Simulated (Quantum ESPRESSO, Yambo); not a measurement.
# BaTiO3 (P4mm): changed settings of a GW run in Yambo

What do changed inputs do to GW on BaTiO3 (P4mm)?

Main program and level: Yambo 5.3.0; PBE and many-body steps on it, plane waves.

The database entry behind the starting cell differs from later determinations by our own check (c/a about 0.6 % short), so it need not match the best structure at ambient conditions.

**1. Starting point**

It takes space group P4mm (No. 99, tetragonal). The conventional cell has a = 4.000 Å, b = 4.000 Å, c = 4.018 Å, α = 90.00°, β = 90.00°, γ = 90.00°. Ba has 12 O at 2.79 to 2.88 Å nearest. Nearest to Ti lie 6 O at 1.85 to 2.17 Å. O has 2 Ti at 1.85 to 2.17 Å and 4 Ba at 2.83 Å nearest. Nearest to O lie 2 Ti at 2.00 Å and 4 Ba at 2.79 to 2.88 Å. Farther neighbours and most contacts between anions are not listed.

As a file:

```cif
data_structure
_symmetry_space_group_name_H-M 'P4mm'
_symmetry_Int_Tables_number 99
_cell_length_a 3.9998
_cell_length_b 3.9998
_cell_length_c 4.0180
_cell_angle_alpha 90.000
_cell_angle_beta 90.000
_cell_angle_gamma 90.000
_cell_volume 64.28
loop_
_atom_site_label
_atom_site_type_symbol
_atom_site_symmetry_multiplicity
_atom_site_Wyckoff_symbol
_atom_site_fract_x
_atom_site_fract_y
_atom_site_fract_z
_atom_site_occupancy
Ba1 Ba 1 a 0.00000 0.00000 0.00072 1
Ti1 Ti 1 b 0.50000 0.50000 0.48563 1
O1 O 1 b 0.50000 0.50000 0.02534 1
O2 O 2 c 0.50000 0.00000 0.51565 1
```

Geometry: measured (diffraction); atoms relaxed with PBE. The runs that relaxed it are not among those shown. Spin-orbit coupling is left out unless a step names it.

**2. Base**

This step: Yambo 5.3.0; G0W0 on PBE, plane waves, norm-conserving pseudopotentials.

Now the one-shot GW correction: screening in the RPA, then the self-energy of the levels asked for.

gw2.in reads:

```
HF_and_locXC
gw0
dyson
ppa
em1d
rim_cut
RandQpts= 1000000
RandGvec= 1 RL
EXXRLvcs= 76 Ry
VXCRLvcs= 304 Ry
Chimod= "HARTREE"
% BndsRnXp
 1 | 188 |
%
NGsBlkXp= 13 Ry
% LongDrXp
 1 | 1 | 1 |
%
% GbndRnge
 1 | 188 |
%
DysSolver= "n"
ExtendOut
PPAPntXp= 27.21138 eV
% QPkrange
 18 | 18 | 19 | 22 |
 1 | 1 | 19 | 22 |
%
```

Run with:

```
> OMP_NUM_THREADS=1 mpirun -n 8 yambo -F gw2.in -J gw2 -C gw2 > gw2.log
```

Output:

```text
 Yambo, version 5.3.0

 [02] CORE Variables Setup
 =========================

  [... cell, symmetries and grids as in the set-up ...]

  [02.05] Energies & Occupations
  ==============================

  [X] === General ===
  [X] Electronic Temperature                        :  0.000000  0.000000 [eV K]
  [X] Bosonic    Temperature                        :  0.000000  0.000000 [eV K]
  [X] Finite Temperature mode                       : no
  [X] El. density                                   :  0.62226E+24 [cm-3]
  [X] Fermi Level                                   :  10.42650 [eV]

  [X] === Gaps and Widths ===
  [X] Conduction Band Min                           :  1.844945 [eV]
  [X] Valence Band Max                              :  0.000000 [eV]
  [X] Filled Bands                                  :  20
  [X] Empty Bands                                   :    21   432
  [X] Direct Gap                                    :  2.185194 [eV]
  [X] Direct Gap localized at k                     :  1
  [X] Indirect Gap                                  :  1.844945 [eV]
  [X] Indirect Gap between kpts                     :  18   1
  [X] Last valence band width                       :  0.921445 [eV]
  [X] 1st conduction band width                     :  2.384365 [eV]

 [03] Transferred momenta grid and indexing
 ==========================================

 IBZ Q-points                                      :  18
 BZ  Q-points                                      :   64

 K/Q-points units:
 rlu = crystal or reduced units; cc = cartesian coordinates; iku = interal k-units

 Q [ 1]         [rlu]:  0.000000  0.000000  0.000000
 Q [ 2]         [rlu]:  0.000000  0.000000  0.250000
 Q [ 3]         [rlu]:  0.000000  0.000000 -0.500000
 Q [ 4]         [rlu]:  0.000000  0.250000  0.000000
 Q [ 5]         [rlu]:  0.000000  0.250000  0.250000
 Q [ 6]         [rlu]:  0.000000  0.250000 -0.500000
 Q [ 7]         [rlu]:  0.000000 -0.500000  0.000000
 Q [ 8]         [rlu]:  0.000000 -0.500000  0.250000
 Q [ 9]         [rlu]:  0.000000 -0.500000 -0.500000
 Q [10]         [rlu]:  0.250000  0.250000  0.000000
     [... 6 further rows ...]
 Q [17]         [rlu]: -0.500000 -0.500000  0.250000
 Q [18]         [rlu]: -0.500000 -0.500000 -0.500000

 [04] Coloumb potential Random Integration (RIM)
 ===============================================

  [04.01] RIM initialization
  ==========================

  * Diagonal components only detected *

  8 x (sBL volume)        :  0.071477 [a.u.]
  sBZ random points       :  1000000
  Points outside the sBZ  :   7992674
  RL volume               :  0.571816 [a.u.]
  Integrated volume       :  0.572340 [a.u.]

  [04.02] RIM integrals
  =====================

  Gamma point sphere radius             :  0.075279 [a.u.]
  Points outside the sphere             :   799805
  [Int_sBZ(q=0) 1/q^2]*(Vol_sBZ)^(-1/3) =:  7.678263
                                 should be <:  7.795600

  Summary of Coulomb integrals for non-metallic bands |Q|[au] RIM/Bare

  Q [1] 0.100000E-4 0.984948 * Q [2] 0.206876 1.047531
  Q [4] 0.207818 1.051805 * Q [5] 0.293234 1.049190
  Q [10] 0.293899 1.050618 * Q [11] 0.359408 1.035725
  Q [3] 0.413753 1.019729 * Q [7] 0.415636 1.019337
  Q [6] 0.463012 1.018201 * Q [8] 0.464275 1.017296
  Q [13] 0.464695 1.017702 * Q [12] 0.507512 1.016101
  Q [14] 0.508664 1.015336 * Q [9] 0.586468 1.011933
  Q [16] 0.587797 1.011712 * Q [15] 0.622200 1.010847
  Q [17] 0.623140 1.010401 * Q [18] 0.718817 1.008389

 [WARNING] [Xp] User bands 1-188 break level degeneracy

 [05] Dipoles
 ============

  [05.01] Setup: observables and procedures
  =========================================

  [WARNING] [x,Vnl] slows the Dipoles computation. To neglect it rename the ns.kb_pp file

 [06] Dynamic Dielectric Matrix (PPA)
 ====================================

 [SLK-Inversion]  Pools        :  2
 [SLK-Inversion]  BLACS grid   :  2  2

 [WR./gw2//ndb.pp]---------------------------------------------------------------
[...]
X matrix size                                    :   357
  X band range                                     :    1  188
  X e/h energy range                               : -1.000000 -1.000000 [eV]
  X Time ordering                                  : R
  X Hxc Kernel                                     : HARTREE
  X Drude frequency                                :  0.000000  0.000000
  X poles                                          :  100.0000 [o/o]
  RL vectors in the sum                            :   5983
  [r,Vnl] included                                 : yes
  Field direction                                  :  0.577350E-5  0.577350E-5  0.577350E-5
  BZ energy Double Grid                            : no
  BZ energy DbGd points                            : 0
  BZ Q point size factor                           : -1.000000
  X Optical Averaged directions                    : none

 [07] Local Exchange-Correlation + Non-Local Fock
 ================================================

 [VXC] Plane waves :   38811
 [EXS] Plane waves :   4945

 QP @ state[ 1 ] K range:  1  1
 QP @ state[ 1 ] b range:  19  22
 QP @ state[ 2 ] K range:  18  18
 QP @ state[ 2 ] b range:  19  22

 [xc] Functional : Perdew, Burke & Ernzerhof(X)+Perdew, Burke & Ernzerhof(C)
 [xc] LIBXC used to calculate xc functional
  PP Number of Atomic Species                      :  3
  NLCC RL compoments                               :   38811
  PP Number of Atomic Species                      :  3
  NLCC RL compoments                               :   38811

 [xc] E_xc :  -21.67160 [Ha]
      E_xc :  -43.34321 [Ry]

  Local XC kind (lXC) : Perdew, Burke & Ernzerhof(X)+Perdew, Burke & Ernzerhof(C)
  Non-Local XC kind (nlXC) : Hartree-Fock

  Corrections @ K [1] :  [eV]
 <19|nlXC|19> = -24.44838 -0.20562E-16 <19|lXC|19> = -20.02344  0.000000
 <20|nlXC|20> = -24.44845  0.25267E-16 <20|lXC|20> = -20.02344  0.75527E-15
 <21|nlXC|21> = -11.40013 -0.46922E-17 <21|lXC|21> = -18.77758  0.75527E-15
 <22|nlXC|22> = -12.04195 -0.13426E-17 <22|lXC|22> = -19.04558  0.000000

  Corrections @ K [18] :  [eV]
 <19|nlXC|19> = -24.90426 -0.29676E-16 <19|lXC|19> = -19.96267  0.000000
 <20|nlXC|20> = -24.94241  0.58092E-17 <20|lXC|20> = -19.98900  0.15105E-14
 <21|nlXC|21> = -13.11097 -0.67320E-18 <21|lXC|21> = -21.86209 -0.37763E-15
 <22|nlXC|22> = -13.22003 -0.15283E-17 <22|lXC|22> = -21.87814 -0.37763E-15

  [07.01] Hartree-Fock occupations report
  =======================================

  [Hartree-Fock] === General ===
  [Hartree-Fock] Electronic Temperature             :  0.000000  0.000000 [eV K]
  [Hartree-Fock] Bosonic    Temperature             :  0.000000  0.000000 [eV K]
  [Hartree-Fock] Finite Temperature mode            : no
  [Hartree-Fock] El. density                        :  0.62226E+24 [cm-3]
  [Hartree-Fock] Fermi Level                        :  10.42650 [eV]

  [Hartree-Fock] === Gaps and Widths ===
  [Hartree-Fock] Conduction Band Min                :  1.919338 [eV]
  [Hartree-Fock] Valence Band Max                   : -0.036826 [eV]
  [Hartree-Fock] Filled Bands                       :  20
  [Hartree-Fock] Empty Bands                        :    21   432
  [Hartree-Fock] Direct Gap                         :  2.450808 [eV]
  [Hartree-Fock] Direct Gap localized at k          :  2
  [Hartree-Fock] Indirect Gap                       :  1.956164 [eV]
  [Hartree-Fock] Indirect Gap between kpts          :  17   2
  [Hartree-Fock] Last valence band width            :  4.916579 [eV]
  [Hartree-Fock] 1st conduction band width          :  11.06109 [eV]

 [08] Dyson equation: Newton solver
 ==================================

  [08.01] G0W0 (W PPA)
  ====================

  [  GW  ] Bands range     :    1  188
  [GW/PPA] G damping       :  0.100000 [eV]

  QP @ state[ 1 ] K range:  1  1
  QP @ state[ 1 ] b range:  19  22
  QP @ state[ 2 ] K range:  18  18
  QP @ state[ 2 ] b range:  19  22

   Sc/G bands                                       :    1  188
   Sc/G damping                                     :  0.100000 ev
   Sc bands terminator                              : no
   Sx RL components                                 :   4945

   QP @ state[ 1 ] K range                          :  1  1
   QP @ state[ 1 ] b range                          :  19  22
   QP @ state[ 2 ] K range                          :  18  18
   QP @ state[ 2 ] b range                          :  19  22
   GF energies kind                                 : Perdew, Burke & Ernzerhof(X)+Perdew, Burke & Ernzerhof(C)
   GF WF`s kind                                     : Perdew, Burke & Ernzerhof(X)+Perdew, Burke & Ernzerhof(C)
   Xs energies kind                                 : Perdew, Burke & Ernzerhof(X)+Perdew, Burke & Ernzerhof(C)
   Xs WF`s kind                                     : Perdew, Burke & Ernzerhof(X)+Perdew, Burke & Ernzerhof(C)

 [11] Game Over & Game summary
```

Wall time 6.2 min (8 MPI ranks of Intel Xeon 6975P-C (Granite Rapids), shared host); peak memory 5.1 GiB.

This step gave:

```
G0W0 gap on the points computed              : 3.305 eV
starting gap on the mesh                     : 1.845 eV
k of the valence top                         : -0.5, -0.5, -0.5
k of the conduction bottom                   : 0, 0, 0
least direct G0W0 gap on the computed points : 3.663 eV
Z at the valence top                         : 0.7612
Z at the conduction bottom                   : 0.7759
```

The gap on the mesh goes from 1.84 eV to 3.31 eV, a correction of +1.46 eV.

**3. Core charge in Vxc**

gw6.in, as its differences from gw2.in of step 2:

```diff
@@ -28 +28,2 @@
 %
+UseNLCC
```

Run with:

```
> OMP_NUM_THREADS=1 mpirun -n 8 yambo -F gw6.in -J gw6,gw2_W -C gw6 > gw6.log
```

Output:

```text
 Yambo, version 5.3.0

 [02] CORE Variables Setup
 =========================

  [... cell, symmetries and grids as in the set-up ...]

  [02.05] Energies & Occupations
  ==============================

  [X] === General ===
  [X] Electronic Temperature                        :  0.000000  0.000000 [eV K]
  [X] Bosonic    Temperature                        :  0.000000  0.000000 [eV K]
  [X] Finite Temperature mode                       : no
  [X] El. density                                   :  0.62226E+24 [cm-3]
  [X] Fermi Level                                   :  10.42650 [eV]

  [X] === Gaps and Widths ===
  [X] Conduction Band Min                           :  1.844945 [eV]
  [X] Valence Band Max                              :  0.000000 [eV]
  [X] Filled Bands                                  :  20
  [X] Empty Bands                                   :    21   432
  [X] Direct Gap                                    :  2.185194 [eV]
  [X] Direct Gap localized at k                     :  1
  [X] Indirect Gap                                  :  1.844945 [eV]
  [X] Indirect Gap between kpts                     :  18   1
  [X] Last valence band width                       :  0.921445 [eV]
  [X] 1st conduction band width                     :  2.384365 [eV]

 [03] Transferred momenta grid and indexing
 ==========================================

 IBZ Q-points                                      :  18
 BZ  Q-points                                      :   64

 K/Q-points units:
 rlu = crystal or reduced units; cc = cartesian coordinates; iku = interal k-units

 Q [ 1]         [rlu]:  0.000000  0.000000  0.000000
 Q [ 2]         [rlu]:  0.000000  0.000000  0.250000
 Q [ 3]         [rlu]:  0.000000  0.000000 -0.500000
[...]
Q [ 8]         [rlu]:  0.000000 -0.500000  0.250000
 Q [ 9]         [rlu]:  0.000000 -0.500000 -0.500000
 Q [10]         [rlu]:  0.250000  0.250000  0.000000
     [... 6 further rows ...]
 Q [17]         [rlu]: -0.500000 -0.500000  0.250000
 Q [18]         [rlu]: -0.500000 -0.500000 -0.500000

 [04] Coloumb potential Random Integration (RIM)
 ===============================================

 Summary of Coulomb integrals for non-metallic bands |Q|[au] RIM/Bare

 Q [1] 0.100000E-4 0.984948 * Q [2] 0.206876 1.047531
 Q [4] 0.207818 1.051805 * Q [5] 0.293234 1.049190
 Q [10] 0.293899 1.050618 * Q [11] 0.359408 1.035725
[...]
Q [16] 0.587797 1.011712 * Q [15] 0.622200 1.010847
 Q [17] 0.623140 1.010401 * Q [18] 0.718817 1.008389

 [WARNING] [Xp] User bands 1-188 break level degeneracy

 [05] Dipoles
 ============

  [05.01] Setup: observables and procedures
  =========================================

 [06] Dynamic Dielectric Matrix (PPA)
 ====================================

   Sc/G bands                                       :    1  188
   Sc/G damping                                     :  0.100000 ev
   Sc bands terminator                              : no
   Sx RL components                                 :   4945

   QP @ state[ 1 ] K range                          :  1  1
   QP @ state[ 1 ] b range                          :  19  22
   QP @ state[ 2 ] K range                          :  18  18
   QP @ state[ 2 ] b range                          :  19  22
   GF energies kind                                 : Perdew, Burke & Ernzerhof(X)+Perdew, Burke & Ernzerhof(C)
   GF WF`s kind                                     : Perdew, Burke & Ernzerhof(X)+Perdew, Burke & Ernzerhof(C)
   Xs energies kind                                 : Perdew, Burke & Ernzerhof(X)+Perdew, Burke & Ernzerhof(C)
   Xs WF`s kind                                     : Perdew, Burke & Ernzerhof(X)+Perdew, Burke & Ernzerhof(C)

 [11] Game Over & Game summary
```

The job ended after 76 s (8 MPI ranks; peak memory 4.9 GiB; 9.1 min of CPU time).

This step gave:

| Item | Value |
| --- | --- |
| G0W0 gap on the points computed | 3.229 eV |
| starting gap on the mesh | 1.845 eV |
| k of the valence top | -0.5, -0.5, -0.5 |
| k of the conduction bottom | 0, 0, 0 |
| least direct G0W0 gap on the computed points | 3.556 eV |
| Z at the valence top | 0.7612 |
| Z at the conduction bottom | 0.7759 |

Against G0W0 in Yambo (4×4×4 mesh, 188 bands, screening to 176.9 eV, Godby-Needs plasmon pole), the gap moves by −0.077 eV.

(Continued in part 2 of 2.)

[Paths, hosts, dates, memory and timing lines, banners, echoed tables and standing remarks are left out of the program output.]

[Logs are printed without paths, hosts, clocks, repeated set-up lines and the standing remarks that a program may print on its own settings, such as how far it seeks lower states.]

[Runs of the session that timed out or met a known fault of the program may be left out.]

[Hosts, paths, dates, database ids (printed as entryN), source tags and the programs' standing remarks are cut or masked in the printed files.]
